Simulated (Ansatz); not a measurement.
# Br on Fe(100): change of the work function

Wanted: Δφ(θ) for Br/Fe(100), starting from the hollow site.

Method: plane-wave DFT, PBE, Ansatz PAW, in the first sound run; inputs show where later runs differ, in Ansatz 0.2.0.

Report form: the programs' logs are mostly left out.

**1. The structure**

The cell holds 5 atoms: 5 Fe. Cell: a = 2.870 Å, b = 2.870 Å, c = 23.740 Å, α = 90.0°, β = 90.0°, γ = 90.0°. Vacuum lies along c.

**2. The clean slab**

The bare slab comes first, as the zero from which every change is counted. The two lowest layers are held at bulk places and the upper ones relax. The dipole correction removes the false field that a one-sided slab makes across the periodic vacuum, so each face gets a flat vacuum level of its own.

The input, input.yaml:

```yaml
crystal:
  lattice:
    - [2.87, 0.0, 0.0]
    - [0.0, 2.87, 0.0]
    - [0.0, 0.0, 23.74]
  atoms:
    - { symbol: Fe, position: [0.0, 0.0, 0.3791069924], spin: 2.5 }
    - { symbol: Fe, position: [0.5, 0.5, 0.4395534962], spin: 2.5 }
    - { symbol: Fe, position: [0.0, 0.0, 0.5], spin: 2.5 }
    - { symbol: Fe, position: [0.5, 0.5, 0.5604465038], spin: 2.5 }
    - { symbol: Fe, position: [0.0, 0.0, 0.6208930076], spin: 2.5 }
magnetization:
  spin_polarized: true
kpoints:
  mp_grid: { grid: [10, 10, 1] }
hamiltonian:
  xc: pbe
scf:
  occupations: { method: fermi_dirac, width: 0.1 }
  convergence: { dr2_threshold: 1.0e-08 }
efield:
  axis: 3
  dipole_correction: true
  ramp_position: 0.97
  ramp_width: 0.06
relax:
  f_tol: 0.02
  max_steps: 60
  constraints: [{ sites: [0, 1] }]
output:
  write_potential: true
  write_density: true
  volumetric_format: npy
```

On the command line:

```bash
ansatz run input.yaml --threads 4 --pin off --max-ram 12288MiB --backend cpu --events-out ev --progress --plain --runs-dir out
```

Wall time 24 s (4 threads of Intel Xeon 6975P-C (Granite Rapids), shared host); peak memory 0.8 GiB; 88 s of CPU time.

The steps of the relaxation:

```csv
step,energy less that of the first step (eV),largest force component (eV/Å)
1,0.0000,0.4526
2,-0.0150,0.2499
3,-0.0212,0.0174
```

Forces are held to the 8 operations that the run works with; a distortion that breaks them can't arise in this run.

The atoms that moved most (Å):

```csv
atom,dx,dy,dz,length
Fe5,0.000,0.000,-0.104,0.104
Fe3,0.000,0.000,-0.017,0.017
Fe4,0.000,0.000,-0.013,0.013
```

The relaxed structure:

```cif
data_structure
_symmetry_space_group_name_H-M 'P 1'
_symmetry_Int_Tables_number 1
_cell_length_a 2.8700
_cell_length_b 2.8700
_cell_length_c 23.7400
_cell_angle_alpha 90.000
_cell_angle_beta 90.000
_cell_angle_gamma 90.000
_cell_volume 195.54
loop_
_atom_site_label
_atom_site_type_symbol
_atom_site_fract_x
_atom_site_fract_y
_atom_site_fract_z
_atom_site_occupancy
Fe1 Fe 0.00000 0.00000 0.37911 1
Fe2 Fe 0.50000 0.50000 0.43955 1
Fe3 Fe 0.00000 0.00000 0.49928 1
Fe4 Fe 0.50000 0.50000 0.55988 1
Fe5 Fe 0.00000 0.00000 0.61649 1
```

This step gave:

```yaml
energy_at_zero_smearing: -22399.8095 eV
total_moment: 13.22 μB
site_moments: 2.971, 2.378, 2.503, 2.306, 2.918 μB
work_function_upper_face: 3.856 eV
work_function_lower_face: 3.830 eV
dipole_along_the_normal: -0.001173 e·Å
step_between_the_vacuum_levels: 0.02577 eV
```

Running mean over 1.435 Å of the planar mean; the ramp of the sawtooth is left out. The electron's electrostatic potential energy less the Fermi level by z:

z (Å), electron's electrostatic potential energy less the Fermi level (eV) and a bar from the least value:
```
        3        3.8 ##############################
        4        3.8 ##############################
        5        3.8 ##############################
        6        3.8 ##############################
        7        3.4 #############################
        8       -0.9 ####################
        9       -9.0 ###
       10       -9.6 ##
       11       -9.7 ##
       12       -9.6 ##
       13       -9.6 ##
       14      -10.5 
       15       -7.1 #######
       16        1.9 ##########################
       17        3.7 ##############################
       18        3.8 ##############################
       19        3.9 ##############################
       20        3.9 ##############################
```

Site moment by atom:

```csv
atom,site moment (μB)
Fe1,2.97
Fe2,2.38
Fe3,2.50
Fe4,2.31
Fe5,2.92
```

The relaxation took 3 steps and lowered the energy by 0.021 eV; the largest force on the free atoms ends at 0.017 eV/Å.

The work function of the upper face is 3.86 eV.

**3. Adsorbate added, k-mesh 5×5×1, coverage 0.25 ML**

System of this step: Br/Fe(100). The cell holds 21 atoms: 20 Fe and 1 Br. Its edges and angles: a = 5.740 Å, b = 5.740 Å, c = 25.333 Å, α = 90.0°, β = 90.0°, γ = 90.0°. Vacuum lies along c.

The clean slab as it ended is repeated in the plane and the adsorbate is set on one face; the cell's size fixes the coverage, and the k-mesh shrinks with it to keep the sampling density about even. Adsorbate and upper layers relax, since the dipole depends on the height.

The input, input.yaml:

```yaml
crystal:
  lattice:
    - [5.74, 0.0, 0.0]
    - [0.0, 5.74, 0.0]
    - [0.0, 0.0, 25.3334265449]
  atoms:
    - { symbol: Fe, position: [0.0, 0.0, 0.3552618507], spin: 2.97 }
    - { symbol: Fe, position: [0.25, 0.25, 0.4119063792], spin: 2.38 }
    - { symbol: Fe, position: [0.0, 0.0, 0.4678738623], spin: 2.5 }
    - { symbol: Fe, position: [0.25, 0.25, 0.5246654936], spin: 2.31 }
    - { symbol: Fe, position: [0.0, 0.0, 0.577716009], spin: 2.92 }
    - { symbol: Fe, position: [0.0, 0.5, 0.3552618507], spin: 2.97 }
    - { symbol: Fe, position: [0.25, 0.75, 0.4119063792], spin: 2.38 }
    - { symbol: Fe, position: [0.0, 0.5, 0.4678738623], spin: 2.5 }
    - { symbol: Fe, position: [0.25, 0.75, 0.5246654936], spin: 2.31 }
    - { symbol: Fe, position: [0.0, 0.5, 0.577716009], spin: 2.92 }
    - { symbol: Fe, position: [0.5, 0.0, 0.3552618507], spin: 2.97 }
    - { symbol: Fe, position: [0.75, 0.25, 0.4119063792], spin: 2.38 }
    - { symbol: Fe, position: [0.5, 0.0, 0.4678738623], spin: 2.5 }
    - { symbol: Fe, position: [0.75, 0.25, 0.5246654936], spin: 2.31 }
    - { symbol: Fe, position: [0.5, 0.0, 0.577716009], spin: 2.92 }
    - { symbol: Fe, position: [0.5, 0.5, 0.3552618507], spin: 2.97 }
    - { symbol: Fe, position: [0.75, 0.75, 0.4119063792], spin: 2.38 }
    - { symbol: Fe, position: [0.5, 0.5, 0.4678738623], spin: 2.5 }
    - { symbol: Fe, position: [0.75, 0.75, 0.5246654936], spin: 2.31 }
    - { symbol: Fe, position: [0.5, 0.5, 0.577716009], spin: 2.92 }
    - { symbol: Br, position: [0.25, 0.25, 0.6447381493] }
magnetization:
  spin_polarized: true
kpoints:
  mp_grid: { grid: [5, 5, 1] }
hamiltonian:
  xc: pbe
scf:
  occupations: { method: fermi_dirac, width: 0.1 }
  convergence: { dr2_threshold: 1.0e-08 }
efield:
  axis: 3
  dipole_correction: true
  ramp_position: 0.97
  ramp_width: 0.06
relax:
  f_tol: 0.02
  max_steps: 60
  constraints: [{ sites: [0, 1, 5, 6, 10, 11, 15, 16] }]
output:
  bader: true
  dos: { projected: true, e_range: [-8, 4] }
  write_potential: true
  write_density: true
  volumetric_format: npy
  elf: true
```

Run time: 5.1 min. Hardware: 4 threads; peak memory 5 GiB; 19 min of CPU time.

Relaxation path:

```csv
step,energy less that of the first step (eV),largest force component (eV/Å)
1,0.0000,0.7266
2,-0.0520,0.4243
3,-0.0749,0.0603
4,-0.0750,0.0378
5,-0.0759,0.0037
```

The run keeps the 8 symmetry operations that it works with, so distortions that break them were not tested.

The atoms that moved most (Å):

```csv
atom,dx,dy,dz,length
Br21,0.000,0.000,0.189,0.189
Fe4,0.000,0.000,-0.074,0.074
Fe5,0.024,0.024,0.039,0.052
Fe15,-0.024,0.024,0.039,0.052
Fe10,0.024,-0.024,0.039,0.052
Fe20,-0.024,-0.024,0.039,0.052
Fe19,0.000,0.000,0.033,0.033
Fe3,-0.013,-0.013,0.011,0.021
```

Final coordinates:

```xyz
21
Lattice="5.7400 0.0000 0.0000 0.0000 5.7400 0.0000 0.0000 0.0000 25.3334" Properties=species:S:1:pos:R:3
Fe    0.0000    0.0000    9.0000
Fe    1.4350    1.4350   10.4350
Fe   -0.0126   -0.0126   11.8641
Fe    1.4350    1.4350   13.2178
Fe    0.0243    0.0243   14.6748
Fe    0.0000    2.8700    9.0000
Fe    1.4350    4.3050   10.4350
Fe   -0.0126    2.8826   11.8641
Fe    1.4350    4.3050   13.2919
Fe    0.0243    2.8457   14.6748
Fe    2.8700    0.0000    9.0000
Fe    4.3050    1.4350   10.4350
Fe    2.8826   -0.0126   11.8641
Fe    4.3050    1.4350   13.2919
Fe    2.8457    0.0243   14.6748
Fe    2.8700    2.8700    9.0000
Fe    4.3050    4.3050   10.4350
Fe    2.8826    2.8826   11.8641
Fe    4.3050    4.3050   13.3243
Fe    2.8457    2.8457   14.6748
Br    1.4350    1.4350   16.5223
```

This step gave:

* energy at zero smearing: -92384.5383 eV
* total moment: 52.68 μB
* work function, upper face: 4.292 eV
* work function, lower face: 3.869 eV
* dipole along the normal: -0.07712 e·Å
* step between the vacuum levels: 0.4235 eV

Running mean over 1.435 Å of the planar mean; the ramp of the sawtooth is left out. Table of electron's electrostatic potential energy less the Fermi level by z:

z (Å), electron's electrostatic potential energy less the Fermi level (eV) and a bar from the least value:
```
        4       3.87 #############################
        5       3.86 #############################
        6       3.83 #############################
        7       3.44 ############################
        8      -0.86 ###################
        9      -9.03 ##
       10      -9.58 #
       11      -9.58 #
       12      -9.63 #
       13      -9.67 #
       14     -10.00 
       15      -7.60 #####
       16      -1.12 ###################
       17       0.91 #######################
       18       3.94 #############################
       19       4.27 ##############################
       20       4.29 ##############################
       21       4.29 ##############################
       22       4.29 ##############################
```

The density of states has structure finer than the step of the table below, so its rows give means over 0.25 eV, whole bins alone (the curve runs from -8 to 1.98 eV). Peaks (eV: height): total -1.380: 101, -1.320: 71.6, -1.260: 88.0, -1.170: 86.2, -1.050: 111, -0.960: 80.5, 1.800: 74.9; up -3.190: 60.1, -1.500: 43.4, -1.380: 50.9, -1.260: 60.3, -1.170: 70.5, -1.050: 69.1, -0.960: 50.7; down -1.380: 50.5, -1.320: 41.3, -1.050: 41.6, 1.410: 43.5, 1.560: 46.2, 1.800: 71.2, 1.890: 62.2.

Table of density of states by energy, zero at the Fermi level; means over each step; values in states/eV a cell:

```csv
energy (eV),total,up,down
-7.75,0.708,0.622,0.0858
-7.50,1.32,0.636,0.682
-7.25,1.53,0.905,0.622
-7.00,2.00,0.990,1.01
-6.75,1.30,0.475,0.826
-6.50,1.00,0.557,0.444
-6.25,3.60,2.76,0.839
-6.00,4.00,1.37,2.63
-5.75,3.40,2.46,0.943
-5.50,5.66,3.55,2.11
-5.25,4.48,3.59,0.889
-5.00,12.2,7.98,4.25
-4.75,10.3,6.74,3.58
-4.50,18.7,13.0,5.80
-4.25,16.8,13.7,3.09
-4.00,20.2,18.7,1.47
-3.75,25.0,19.5,5.49
-3.50,23.7,19.8,3.94
-3.25,41.4,36.3,5.10
-3.00,27.9,21.8,6.13
-2.75,33.5,27.7,5.83
-2.50,41.8,28.7,13.1
-2.25,34.3,19.2,15.1
-2.00,28.7,18.5,10.2
-1.75,34.9,23.5,11.4
-1.50,44.1,23.5,20.6
-1.25,65.2,41.1,24.1
-1.00,62.3,36.5,25.8
-0.75,36.1,18.0,18.0
-0.50,28.1,12.2,15.9
-0.25,21.4,11.5,9.91
0.00,24.9,4.92,20.0
0.25,22.1,3.79,18.3
0.50,22.0,3.58,18.4
0.75,17.7,2.87,14.8
1.00,19.8,3.94,15.9
1.25,30.9,4.38,26.5
1.50,33.0,1.82,31.2
1.75,41.3,3.34,38.0
```

Projected DOS per atom over height of the atomic layer and energy from the Fermi level. Layers: Fe4 Fe4 Fe4 Fe4 Fe4 Br from below.

Ten even steps from '0' (0.01 states/eV) to '9' (3.20 states/eV), each cell a mean:
```
366650
544440
312130
512140
422240
355530
598950
597850
643350
644471
734350
545451
432332
322213
112119
000018
000003
000001
000000
000000
000000
000000
```
Columns: height of the atomic layer (Å) from 9 to 16.5 (not evenly spaced); rows upwards: energy from the Fermi level (eV) from -7.96 to 1.95.

Projected DOS per atom, spin up over height of the atomic layer and energy from the Fermi level. Layers: Fe4 Fe4 Fe4 Fe4 Fe4 Br from below.

Ten even steps from '_' (0.01 states/eV) to '@' (2.22 states/eV), each cell a mean:
```
____________
____________
____________
__..________
__..::::____
..======..__
--@@##@@==..
==%%**##==__
##----::**__
##::--::%%..
@@--==--##__
**==**++##..
++==::--==::
==----::::..
..::--::..::
____..__..%%
__________--
__________..
____________
____________
____________
____________
```
Columns: height of the atomic layer (Å) from 9 to 16.5 (not evenly spaced); rows upwards: energy from the Fermi level (eV) from -7.96 to 1.95.

Projected DOS per atom, spin down over height of the atomic layer and energy from the Fermi level. Layers: Fe4 Fe4 Fe4 Fe4 Fe4 Br from below.

Values in states/eV, 22 rows by 6 columns, each cell a mean:
```
1.17 1.82 1.94 1.90 1.57 0.22
1.71 1.46 1.23 1.42 1.42 0.11
1.15 0.51 0.57 0.39 1.03 0.05
1.66 0.23 0.52 0.18 1.37 0.06
1.21 0.42 0.26 0.41 1.12 0.04
0.70 0.75 0.74 0.74 0.70 0.07
0.94 0.99 1.08 0.98 0.97 0.07
0.92 1.08 1.13 1.14 0.84 0.07
0.37 0.55 0.35 0.59 0.43 0.09
0.52 0.75 0.65 0.77 0.64 0.29
0.32 0.41 0.46 0.34 0.16 0.12
0.19 0.24 0.34 0.27 0.15 0.23
0.14 0.23 0.28 0.25 0.10 0.32
0.07 0.11 0.10 0.12 0.04 0.70
0.09 0.12 0.13 0.11 0.16 2.47
0.06 0.11 0.08 0.09 0.13 0.91
0.05 0.09 0.06 0.08 0.08 0.34
0.05 0.10 0.08 0.10 0.07 0.19
0.01 0.03 0.03 0.03 0.01 0.02
0.02 0.05 0.08 0.06 0.02 0.02
0.01 0.04 0.05 0.04 0.01 0.01
0.00 0.01 0.01 0.01 0.00 0.00
```
Columns: height of the atomic layer (Å) from 9 to 16.5 (not evenly spaced); rows upwards: energy from the Fermi level (eV) from -7.96 to 1.95.

Site moment by atom:

```csv
atom,site moment (μB)
Fe1,2.97
Fe2,2.44
Fe3,2.45
Fe4,2.42
Fe5,2.90
Fe6,2.97
Fe7,2.39
Fe8,2.45
Fe9,2.40
Fe10,2.90
Fe11,2.97
Fe12,2.39
Fe13,2.45
Fe14,2.40
Fe15,2.90
Fe16,2.97
Fe17,2.39
Fe18,2.45
Fe19,2.19
Fe20,2.90
Br21,0.06
```

Spin density in the ca plane at fractional y = 0.250, with atoms of Fe and Br within 0.2 Å of it.

Ten even steps from '0' (0.0 e/Å³) to '9' (4.4 e/Å³), each cell a mean:
```
00000000000000000000000000000000000000000000
00000000000000000000000000000000000000000000
00000013410000144100000000000000000000000000
00000028930000299200000000000000000000000000
00000003410000144100000000000000000000000000
00000000000000000000000000000000000000000000
00000000000000000000000000000000000000000000
00000000000000000000000000000000000000000000
00000000000000000000000000000000000000000000
00000001200000021000000000000000000000000000
00000016820000286100000000000000000000000000
00000016820000386100000000000000000000000000
00000001200000021000000000000000000000000000
00000000000000000000000000000000000000000000
00000000000000000000000000000000000000000000
```
Columns run along c (16.0 Å, from fractional 0.30 to 0.93 of the cell), rows up along a (5.7 Å). Atoms in or near the plane, at fractional coordinates: Fe at (0.41, 0.25), Fe at (0.52, 0.25), Fe at (0.41, 0.75), Fe at (0.52, 0.75), Br at (0.65, 0.25).

Electrostatic potential energy in the ca plane at fractional y = 0.250, with atoms of Fe and Br within 0.2 Å of it. With pseudopotentials it is smooth inside the atoms' cores, unlike the true potential.

Ten even steps from '0' (-52 eV) to '9' (7 eV), each cell a mean:
```
99999999999999999999999999999999999999999999
99999975578999755799999999999999999999999999
99999841037997300379999999999999999999999999
99999720016997200279999999999999999999999999
99999841037998410379999999999999999999999999
99999975578999755799999999999999999999999999
99999999899999988999999999999999999999999999
99999999999999999999999999999999999999999999
99999987789999877899999877899999999999999999
99999863258998523689998311489999999999999999
99999830016996100379996000079999999999999999
99999830016996100379996000079999999999999999
99999863258998523689998311489999999999999999
99999988789999878899999877899999999999999999
99999999999999999999999999999999999999999999
```
Columns run along c (16.0 Å, from fractional 0.30 to 0.93 of the cell; values clipped at the 3rd and 97th percentile), rows up along a (5.7 Å). Atoms in or near the plane, at fractional coordinates: Fe at (0.41, 0.25), Fe at (0.52, 0.25), Fe at (0.41, 0.75), Fe at (0.52, 0.75), Br at (0.65, 0.25).

ELF in the ca plane at fractional y = 0.250, with atoms of Fe and Br within 0.2 Å of it. It is the smooth field of the valence electrons, not physical close to the nuclei.

Ten even steps from '0' (0.00) to '9' (0.89), each cell a mean:
```
22334432233333322344321123221000000000000000
23344322222442222234432100000000000000000000
23443236741332366423442100000000000000000000
34443148952221589522443100000000000000000000
23443236641332366423442100000000000000000000
23344322222342222234432100000000000000000000
22334432233333322344321223321000000000000000
22234443334334333443223567654210000000000000
23334421123443211233226899986420000000000000
23444224432332344222248867998521000000000000
34443148852222587412248501798631000000000000
34443148852222587412248501798631000000000000
23444224432332344222248967998521000000000000
23334421123443211233226899986420000000000000
22234443334334333443212567753210000000000000
```
Columns run along c (16.0 Å, from fractional 0.30 to 0.93 of the cell), rows up along a (5.7 Å). Atoms in or near the plane, at fractional coordinates: Fe at (0.41, 0.25), Fe at (0.52, 0.25), Fe at (0.41, 0.75), Fe at (0.52, 0.75), Br at (0.65, 0.25).

The relaxation took 5 steps and lowered the energy by 0.076 eV; the largest force on the free atoms ends at 0.0037 eV/Å.

By hand: a sheet of dipoles makes a step −p/(ε₀A) in the electron's potential. With e/ε₀ = 180.95 V·Å, p = -0.07712 e·Å and A = 32.95 Å², that is −180.95 × (-0.07712) / 32.95 = +0.424 eV, and the two vacuum levels of the run differ by +0.424 eV.

The covered face has 4.29 eV, +0.44 eV against the clean one; the bare back face has moved by +0.04 eV, a measure of how thin the slab is.

[end of part 1 of 3]

[Logs are printed without paths, hosts, clocks, repeated set-up lines and the standing remarks that a program may print on its own settings, such as how far it seeks lower states.]

[Hosts, paths, dates, database ids (printed as entryN), source tags and the programs' standing remarks are cut or masked in the printed files.]

[Maps of the electrostatic potential energy from Ansatz leave out the sawtooth potential of an applied field or a dipole correction, so their vacuum need not be flat; planar profiles and work functions include it.]
